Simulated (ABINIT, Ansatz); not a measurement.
Planning a run of ABINIT 10.8.3 on MoS2 (P6_3/mmc). The input:

```
acell 3*1.0 Angstrom
rprim 
  3.169000000004 -0.000000000001 0.000000000000
  -1.584500000001 2.744434504597 0.000000000000
  0.000000000000 0.000000000000 12.324000000000
ntypat 2
znucl 42 16
natom 6
typat 1 1 2 2 2 2
xred 
  0.333333333333 0.666666666667 0.250000000000
  0.666666666667 0.333333333333 0.750000000000
  0.333333333333 0.666666666667 0.623000000000
  0.666666666667 0.333333333333 0.123000000000
  0.333333333333 0.666666666667 0.877000000000
  0.666666666667 0.333333333333 0.377000000000
pp_dirpath "pseudos"
pseudos "Mo.upf, S.upf"
ecut 36
ngkpt 3 3 1
nshiftk 1
shiftk 0 0 0
kptopt 1
chksymbreak 0
istwfk *1
occopt 1
irdwfk 1
optdriver 4
nband 200
gwcalctyp 0
ecutsigx 36
symsigma 1
nkptgw 2
kptgw 
  0.0000000000 0.0000000000 0.0000000000
  0.3333333333 0.3333333333 0.0000000000
bdgw 
  25 28
  25 28
ecuteps 6.5
irdscr 1
ppmodel 1
indata_prefix "in"
outdata_prefix "out"
tmpdata_prefix "tmp"
```

The database entry behind the starting cell differs from later determinations by our own check (about 0.3 % long), so it need not match the best structure at ambient conditions.

```sh
OMP_NUM_THREADS=1 mpirun -n 4 abinit run.abi > log
```

**Question.** Estimate wall time and host memory on 4 MPI ranks of Arm Neoverse V2, shared host.

It took 23 s; on shared hardware allow 11 s to 46 s. Peak host memory was 1.1 GiB.

[Paths, hosts, dates, memory and timing lines, banners, echoed tables and standing remarks are left out of the program output.]

[Logs are printed without paths, hosts, clocks, repeated set-up lines and the standing remarks that a program may print on its own settings, such as how far it seeks lower states.]

[Runs of the session that timed out or met a known fault of the program may be left out.]

[Hosts, paths, dates, database ids (printed as entryN), source tags and the programs' standing remarks are cut or masked in the printed files.]

[G0W0 gaps are taken among the corrected bands and points alone; a level outside them can change the order at an edge.]

[Where Ansatz stands beside ABINIT at settings called matched, ABINIT's density can come from a denser mesh and the files from another edition; pairs whose starting gaps differed by over 0.03 eV were left out, so agreement reads better than it is.]
